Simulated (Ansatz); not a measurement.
**Converging the field response of a SrO (001) film**

Which settings does the induced dipole of a SrO (001) film need, and which can be cut?

Program: Ansatz 0.2.0. Level of theory: plane-wave DFT, PBE, Ansatz PAW, in the first sound run; inputs show where later runs differ. Values are calculated unless marked as measured.

This is a report of a sequence of runs, with the program logs left out and the cost of each run kept.

**1. The structure**

The cell holds 10 atoms: 5 Sr and 5 O. Its edges and angles: a = 3.649 Å, b = 3.649 Å, c = 28.320 Å, α = 90.0°, β = 90.0°, γ = 90.0°. It derives from SrO (rocksalt SrO). Vacuum lies along c.

**2. Run, setting first choice**

The first choice: the default cutoff of 420 eV, a 8×8×1 mesh, 18 Å of vacuum, 0.1 V/Å and a tight threshold. Each later run changes one input against this one; other functionals and files bring their own cutoffs.

Contents of input.yaml:

```yaml
crystal:
  lattice:
    - [3.64867099, 0.0, 0.0]
    - [0.0, 3.64867099, 0.0]
    - [0.0, 0.0, 28.32]
  atoms:
    - { symbol: Sr, position: [0.5, 0.5, 0.3177966102] }
    - { symbol: O, position: [0.0, 0.0, 0.3177966102] }
    - { symbol: Sr, position: [0.0, 0.0, 0.4088983051] }
    - { symbol: O, position: [0.5, 0.5, 0.4088983051] }
    - { symbol: Sr, position: [0.5, 0.5, 0.5] }
    - { symbol: O, position: [0.0, 0.0, 0.5] }
    - { symbol: Sr, position: [0.0, 0.0, 0.5911016949] }
    - { symbol: O, position: [0.5, 0.5, 0.5911016949] }
    - { symbol: Sr, position: [0.5, 0.5, 0.6822033898] }
    - { symbol: O, position: [0.0, 0.0, 0.6822033898] }
kpoints:
  mp_grid: { grid: [8, 8, 1] }
hamiltonian:
  xc: pbe
scf:
  occupations: { method: fixed }
  convergence: { dr2_threshold: 1.0e-10 }
efield:
  axis: 3
  dipole_correction: true
  ramp_position: 0.97
  ramp_width: 0.06
  amplitude: 0.1
output:
  write_potential: true
  write_density: true
  volumetric_format: npy
```

Started as:

```console
ansatz run input.yaml --threads 4 --pin off --max-ram 6144MiB --backend cpu --events-out ev --progress --plain --runs-dir out
```

It took 7 s on 4 threads of Intel Xeon Platinum 8488C (Sapphire Rapids), shared host; peak memory 0.85 GiB; 27 s of CPU time.

Read from the output:

```
gap on the k-mesh                       : 2.249 eV
dipole along the normal                 : 0.07770 e·Å
equivalent conductor thickness p/(ε₀AE) : 10.56 Å
```

Running mean over 2.58 Å of the planar mean, with the applied field; the ramp of the sawtooth is left out. Electron's electrostatic potential energy less the highest filled level against z:

z (Å), electron's electrostatic potential energy less the highest filled level (eV) and a bar from the least value:
```
        4       3.13 ###########################
        5       3.23 ###########################
        6       3.27 ###########################
        7       2.70 ##########################
        8      -3.58 #######
        9      -5.94 #
       10      -6.08 
       11      -6.10 
       12      -6.11 
       13      -6.11 
       14      -6.09 
       15      -6.06 
       16      -6.02 
       17      -5.96 
       18      -5.89 #
       19      -5.78 #
       20      -4.84 ####
       21       1.91 #######################
       22       3.77 #############################
       23       3.97 #############################
       24       4.08 ##############################
       25       4.18 ##############################
```

The dipole corresponds to a conductor 10.561 Å thick.

**3. Single point, box 28.3 Å**

input.yaml: that of step 2 with these lines changed.

```diff
@@ -29,2 +29,4 @@
   amplitude: 0.1
+basis:
+  ecutwfc: "250 eV"
 output:
```

Run time: 3.4 s. Hardware: 4 threads; peak memory 0.55 GiB.

The dipole corresponds to a conductor 10.573 Å thick, +0.11 % from the first choice, at 0.48 times its CPU time.

**4. Run, box 28.3 Å**

input.yaml: that of step 3 with these lines changed.

```diff
@@ -30,3 +30,3 @@
 basis:
-  ecutwfc: "250 eV"
+  ecutwfc: "330 eV"
 output:
```

Run time: 4.8 s. Hardware: 4 threads; peak memory 0.71 GiB; 18 s of CPU time.

The dipole corresponds to a conductor 10.562 Å thick, +0.01 % from the first choice, at 0.68 times its CPU time.

**5. Single point, box 28.3 Å (run 2)**

input.yaml: that of step 4 with these lines changed.

```diff
@@ -30,3 +30,3 @@
 basis:
-  ecutwfc: "330 eV"
+  ecutwfc: "600 eV"
 output:
```

It took 13 s on 4 threads; peak memory 1.3 GiB.

The dipole corresponds to a conductor 10.561 Å thick, -0.00 % from the first choice, at 1.9 times its CPU time.

**6. Run, box 28.3 Å (run 2)**

input.yaml: that of step 5 with these lines changed.

```diff
@@ -17,3 +17,3 @@
 kpoints:
-  mp_grid: { grid: [8, 8, 1] }
+  mp_grid: { grid: [1, 1, 1] }
 hamiltonian:
@@ -29,4 +29,2 @@
   amplitude: 0.1
-basis:
-  ecutwfc: "600 eV"
 output:
```

It took 0.96 s on 4 threads; peak memory 0.42 GiB; 2.6 s of CPU time.

The dipole corresponds to a conductor 13.035 Å thick, +23.42 % from the first choice, at 0.099 times its CPU time.

**7. Run, box 28.3 Å (run 3)**

input.yaml: that of step 6 with these lines changed.

```diff
@@ -17,3 +17,3 @@
 kpoints:
-  mp_grid: { grid: [1, 1, 1] }
+  mp_grid: { grid: [2, 2, 1] }
 hamiltonian:
```

Run time: 1.3 s. Hardware: 4 threads; peak memory 0.61 GiB; 4.2 s of CPU time.

The dipole corresponds to a conductor 10.853 Å thick, +2.77 % from the first choice, at 0.16 times its CPU time.

**8. Run, box 28.3 Å (run 4)**

input.yaml: that of step 7 with these lines changed.

```diff
@@ -17,3 +17,3 @@
 kpoints:
-  mp_grid: { grid: [2, 2, 1] }
+  mp_grid: { grid: [4, 4, 1] }
 hamiltonian:
```

Wall time 3.3 s (4 threads); peak memory 0.69 GiB; 12 s of CPU time.

The dipole corresponds to a conductor 10.564 Å thick, +0.03 % from the first choice, at 0.45 times its CPU time.

**9. Single point, box 28.3 Å (run 3)**

input.yaml: that of step 8 with these lines changed.

```diff
@@ -17,3 +17,3 @@
 kpoints:
-  mp_grid: { grid: [4, 4, 1] }
+  mp_grid: { grid: [16, 16, 1] }
 hamiltonian:
```

Run time: 23 s. Hardware: 4 threads; peak memory 1.2 GiB; 91 s of CPU time.

The dipole corresponds to a conductor 10.561 Å thick, -0.00 % from the first choice, at 3.4 times its CPU time.

**10. Run, box 20.3 Å**

The cell differs from the one that the last finished run ended in (c 28.320 → 20.320 Å).

input.yaml, the sections that differ from step 9:

```yaml
crystal:
  lattice:
    - [3.64867099, 0.0, 0.0]
    - [0.0, 3.64867099, 0.0]
    - [0.0, 0.0, 20.32]
  atoms:
    - { symbol: Sr, position: [0.5, 0.5, 0.2460629921] }
    - { symbol: O, position: [0.0, 0.0, 0.2460629921] }
    - { symbol: Sr, position: [0.0, 0.0, 0.3730314961] }
    - { symbol: O, position: [0.5, 0.5, 0.3730314961] }
    - { symbol: Sr, position: [0.5, 0.5, 0.5] }
    - { symbol: O, position: [0.0, 0.0, 0.5] }
    - { symbol: Sr, position: [0.0, 0.0, 0.6269685039] }
    - { symbol: O, position: [0.5, 0.5, 0.6269685039] }
    - { symbol: Sr, position: [0.5, 0.5, 0.7539370079] }
    - { symbol: O, position: [0.0, 0.0, 0.7539370079] }
kpoints:
  mp_grid: { grid: [8, 8, 1] }
# hamiltonian, scf, efield, output: as in step 9
```

The job ended after 5.5 s (4 threads; peak memory 0.71 GiB; 21 s of CPU time).

The dipole corresponds to a conductor 10.514 Å thick, -0.44 % from the first choice, at 0.77 times its CPU time.

**11. Single point, box 24.3 Å**

The cell differs from the one that the last finished run ended in (c 20.320 → 24.320 Å).

input.yaml, the sections that differ from step 10:

```yaml
crystal:
  lattice:
    - [3.64867099, 0.0, 0.0]
    - [0.0, 3.64867099, 0.0]
    - [0.0, 0.0, 24.32]
  atoms:
    - { symbol: Sr, position: [0.5, 0.5, 0.2878289474] }
    - { symbol: O, position: [0.0, 0.0, 0.2878289474] }
    - { symbol: Sr, position: [0.0, 0.0, 0.3939144737] }
    - { symbol: O, position: [0.5, 0.5, 0.3939144737] }
    - { symbol: Sr, position: [0.5, 0.5, 0.5] }
    - { symbol: O, position: [0.0, 0.0, 0.5] }
    - { symbol: Sr, position: [0.0, 0.0, 0.6060855263] }
    - { symbol: O, position: [0.5, 0.5, 0.6060855263] }
    - { symbol: Sr, position: [0.5, 0.5, 0.7121710526] }
    - { symbol: O, position: [0.0, 0.0, 0.7121710526] }
# kpoints, hamiltonian, scf, efield, output: as in step 10
```

Wall time 6.4 s (4 threads); peak memory 0.78 GiB.

The dipole corresponds to a conductor 10.562 Å thick, +0.01 % from the first choice, at 0.91 times its CPU time.

**12. Single point, box 36.3 Å**

The cell differs from the one that the last finished run ended in (c 24.320 → 36.320 Å).

input.yaml, the sections that differ from step 11:

```yaml
crystal:
  lattice:
    - [3.64867099, 0.0, 0.0]
    - [0.0, 3.64867099, 0.0]
    - [0.0, 0.0, 36.32]
  atoms:
    - { symbol: Sr, position: [0.5, 0.5, 0.3579295154] }
    - { symbol: O, position: [0.0, 0.0, 0.3579295154] }
    - { symbol: Sr, position: [0.0, 0.0, 0.4289647577] }
    - { symbol: O, position: [0.5, 0.5, 0.4289647577] }
    - { symbol: Sr, position: [0.5, 0.5, 0.5] }
    - { symbol: O, position: [0.0, 0.0, 0.5] }
    - { symbol: Sr, position: [0.0, 0.0, 0.5710352423] }
    - { symbol: O, position: [0.5, 0.5, 0.5710352423] }
    - { symbol: Sr, position: [0.5, 0.5, 0.6420704846] }
    - { symbol: O, position: [0.0, 0.0, 0.6420704846] }
# kpoints, hamiltonian, scf, efield, output: as in step 11
```

Wall time 9.5 s (4 threads); peak memory 1 GiB.

The dipole corresponds to a conductor 10.562 Å thick, +0.00 % from the first choice, at 1.4 times its CPU time.

**13. Single point, box 28.3 Å (run 4)**

input.yaml, the sections that differ from step 12:

```yaml
crystal:
  lattice:
    - [3.64867099, 0.0, 0.0]
    - [0.0, 3.64867099, 0.0]
    - [0.0, 0.0, 28.32]
  atoms:
    - { symbol: Sr, position: [0.5, 0.5, 0.3177966102] }
    - { symbol: O, position: [0.0, 0.0, 0.3177966102] }
    - { symbol: Sr, position: [0.0, 0.0, 0.4088983051] }
    - { symbol: O, position: [0.5, 0.5, 0.4088983051] }
    - { symbol: Sr, position: [0.5, 0.5, 0.5] }
    - { symbol: O, position: [0.0, 0.0, 0.5] }
    - { symbol: Sr, position: [0.0, 0.0, 0.5911016949] }
    - { symbol: O, position: [0.5, 0.5, 0.5911016949] }
    - { symbol: Sr, position: [0.5, 0.5, 0.6822033898] }
    - { symbol: O, position: [0.0, 0.0, 0.6822033898] }
efield:
  axis: 3
  dipole_correction: true
  ramp_position: 0.97
  ramp_width: 0.06
  amplitude: 0.005
# kpoints, hamiltonian, scf, output: as in step 12
```

Elapsed: 6.7 s, on 4 threads; peak memory 0.86 GiB; 26 s of CPU time.

The dipole corresponds to a conductor 10.559 Å thick, -0.02 % from the first choice, at 0.96 times its CPU time.

**14. Single point, box 28.3 Å (run 5)**

input.yaml: that of step 13 with these lines changed.

```diff
@@ -28,3 +28,3 @@
   ramp_width: 0.06
-  amplitude: 0.005
+  amplitude: 0.03
 output:
```

Run time: 7.3 s. Hardware: 4 threads; peak memory 0.86 GiB; 28 s of CPU time.

The dipole corresponds to a conductor 10.559 Å thick, -0.02 % from the first choice, at 1.0 times its CPU time.

**15. Single point, box 28.3 Å (run 6)**

input.yaml: that of step 14 with these lines changed.

```diff
@@ -28,3 +28,3 @@
   ramp_width: 0.06
-  amplitude: 0.03
+  amplitude: 0.3
 output:
```

It took 7.8 s on 4 threads; peak memory 0.85 GiB.

The dipole corresponds to a conductor 10.584 Å thick, +0.21 % from the first choice, at 1.1 times its CPU time.

**16. Single point, box 28.3 Å (run 7)**

input.yaml: that of step 15 with these lines changed.

```diff
@@ -22,3 +22,3 @@
   occupations: { method: fixed }
-  convergence: { dr2_threshold: 1.0e-10 }
+  convergence: { dr2_threshold: 0.0001 }
 efield:
@@ -28,3 +28,3 @@
   ramp_width: 0.06
-  amplitude: 0.3
+  amplitude: 0.1
 output:
```

Wall time 6.5 s (4 threads); peak memory 0.85 GiB.

The dipole corresponds to a conductor 10.533 Å thick, -0.27 % from the first choice, at 0.94 times its CPU time.

**17. Single point, box 28.3 Å (run 8)**

input.yaml: that of step 16 with these lines changed.

```diff
@@ -22,3 +22,3 @@
   occupations: { method: fixed }
-  convergence: { dr2_threshold: 0.0001 }
+  convergence: { dr2_threshold: 1.0e-06 }
 efield:
```

It took 6.4 s on 4 threads; peak memory 0.86 GiB.

The dipole corresponds to a conductor 10.563 Å thick, +0.02 % from the first choice, at 0.91 times its CPU time.

**18. Run, box 28.3 Å (run 5)**

input.yaml: that of step 17 with these lines changed.

```diff
@@ -22,3 +22,3 @@
   occupations: { method: fixed }
-  convergence: { dr2_threshold: 1.0e-06 }
+  convergence: { dr2_threshold: 1.0e-08 }
 efield:
```

It took 6.9 s on 4 threads; peak memory 0.85 GiB.

The dipole corresponds to a conductor 10.561 Å thick, +0.00 % from the first choice, at 0.99 times its CPU time.

**19. Single point, box 28.3 Å (run 9)**

This step: plane-wave DFT, LDA, Ansatz PAW (Ansatz 0.2.0).

input.yaml: that of step 18 with these lines changed.

```diff
@@ -19,6 +19,6 @@
 hamiltonian:
-  xc: pbe
+  xc: lda
 scf:
   occupations: { method: fixed }
-  convergence: { dr2_threshold: 1.0e-08 }
+  convergence: { dr2_threshold: 1.0e-10 }
 efield:
```

Run time: 7.7 s. Hardware: 4 threads; peak memory 0.84 GiB; 29 s of CPU time.

The dipole corresponds to a conductor 10.541 Å thick, -0.19 % from the first choice, at 1.1 times its CPU time.

**20. Run, box 28.3 Å (run 6)**

This step: plane-wave DFT, r2SCAN, Ansatz PAW (Ansatz 0.2.0).

input.yaml: that of step 19 with these lines changed.

```diff
@@ -19,3 +19,3 @@
 hamiltonian:
-  xc: lda
+  xc: r2scan
 scf:
```

Wall time 14 s (4 threads); peak memory 1.5 GiB.

The dipole corresponds to a conductor 10.242 Å thick, -3.02 % from the first choice, at 2.1 times its CPU time.

**21. Run, box 28.3 Å (run 7)**

This step: plane-wave DFT, PBE, norm-conserving (Ansatz 0.2.0).

input.yaml: that of step 20 with these lines changed.

```diff
@@ -19,3 +19,4 @@
 hamiltonian:
-  xc: r2scan
+  xc: pbe
+  pseudopotentials: { kind: nc }
 scf:
```

It took 39 s on 4 threads; peak memory 2.9 GiB.

The dipole corresponds to a conductor 10.552 Å thick, -0.09 % from the first choice, at 5.7 times its CPU time.

**22. Run, box 28.3 Å (run 8)**

This step: plane-wave DFT, PBE, JTH PAW (Ansatz 0.2.0).

input.yaml: that of step 21 with these lines changed.

```diff
@@ -20,3 +20,3 @@
   xc: pbe
-  pseudopotentials: { kind: nc }
+  pseudopotentials: { kind: paw, source: jth }
 scf:
```

It took 44 s on 4 threads; peak memory 3.6 GiB.

The dipole corresponds to a conductor 10.558 Å thick, -0.03 % from the first choice, at 6.5 times its CPU time.

**23. The series together**

Times are for 4 threads of Intel Xeon Platinum 8488C (Sapphire Rapids), shared host. Results by setting:

```csv
no.,setting,equivalent conductor thickness p/(ε₀AE) (Å),time,memory (GiB)
1,first choice,10.56,7 s,0.85
2,cutoff 250 eV,10.57,3.4 s,0.55
3,cutoff 330 eV,10.56,4.8 s,0.71
4,cutoff 600 eV,10.56,13 s,1.3
5,mesh 1x1,13.03,0.96 s,0.42
6,mesh 2x2,10.85,1.3 s,0.61
7,mesh 4x4,10.56,3.3 s,0.69
8,mesh 16x16,10.56,23 s,1.2
9,vacuum 10 Å,10.51,5.5 s,0.71
10,vacuum 14 Å,10.56,6.4 s,0.78
11,vacuum 26 Å,10.56,9.5 s,1.0
12,field 0.005 V/Å,10.56,6.7 s,0.86
13,field 0.03 V/Å,10.56,7.3 s,0.86
14,field 0.3 V/Å,10.58,7.8 s,0.85
15,SCF threshold 1e-04 eV,10.53,6.5 s,0.85
16,SCF threshold 1e-06 eV,10.56,6.4 s,0.86
17,SCF threshold 1e-08 eV,10.56,6.9 s,0.85
18,"LDA, Ansatz PAW (420 eV)",10.54,7.7 s,0.84
19,"r2SCAN, Ansatz PAW (500 eV)",10.24,14 s,1.5
20,"PBE, norm-conserving (1240 eV)",10.55,39 s,2.9
21,"PBE, JTH PAW (1380 eV)",10.56,44 s,3.6
```

**24. Results**

* equivalent conductor thickness, first choice: 10.56 Å
* equivalent conductor thickness, cutoff 600 eV: 10.56 Å
* equivalent conductor thickness, mesh 1x1: 13.03 Å
* equivalent conductor thickness, mesh 2x2: 10.85 Å
* equivalent conductor thickness, vacuum 26 Å: 10.56 Å
* equivalent conductor thickness, LDA, Ansatz PAW (420 eV): 10.54 Å
* equivalent conductor thickness, r2SCAN, Ansatz PAW (500 eV): 10.24 Å

In words: The first choice gives 10.56 Å. Numerical settings off by more than 1 % against it: mesh 1x1 (+23.4 %) and mesh 2x2 (+2.8 %). The cheapest single change that stays within 0.5 % is mesh 4x4, at 45 % of the CPU time. Functionals and files move it by -0.2 % (LDA, Ansatz PAW (420 eV)), -3.0 % (r2SCAN, Ansatz PAW (500 eV)), -0.1 % (PBE, norm-conserving (1240 eV)) and under 0.1 % (PBE, JTH PAW (1380 eV)). The film is symmetric and its atoms are held, so the dipole is the electronic response to the field alone. Times of a few seconds on a shared host rank the settings only roughly. In 1 run of the series (vacuum 10 Å) the program warns that electrons reach the sawtooth's ramp, which makes dipole and work function less sure.

[Long decimals in the printed logs are rounded to 6 places.]

[Logs are printed without paths, hosts, clocks, repeated set-up lines and the standing remarks that a program may print on its own settings, such as how far it seeks lower states.]

[Hosts, paths, dates, database ids (printed as entryN), source tags and the programs' standing remarks are cut or masked in the printed files.]

[Maps of the electrostatic potential energy from Ansatz leave out the sawtooth potential of an applied field or a dipole correction, so their vacuum need not be flat; planar profiles and work functions include it.]
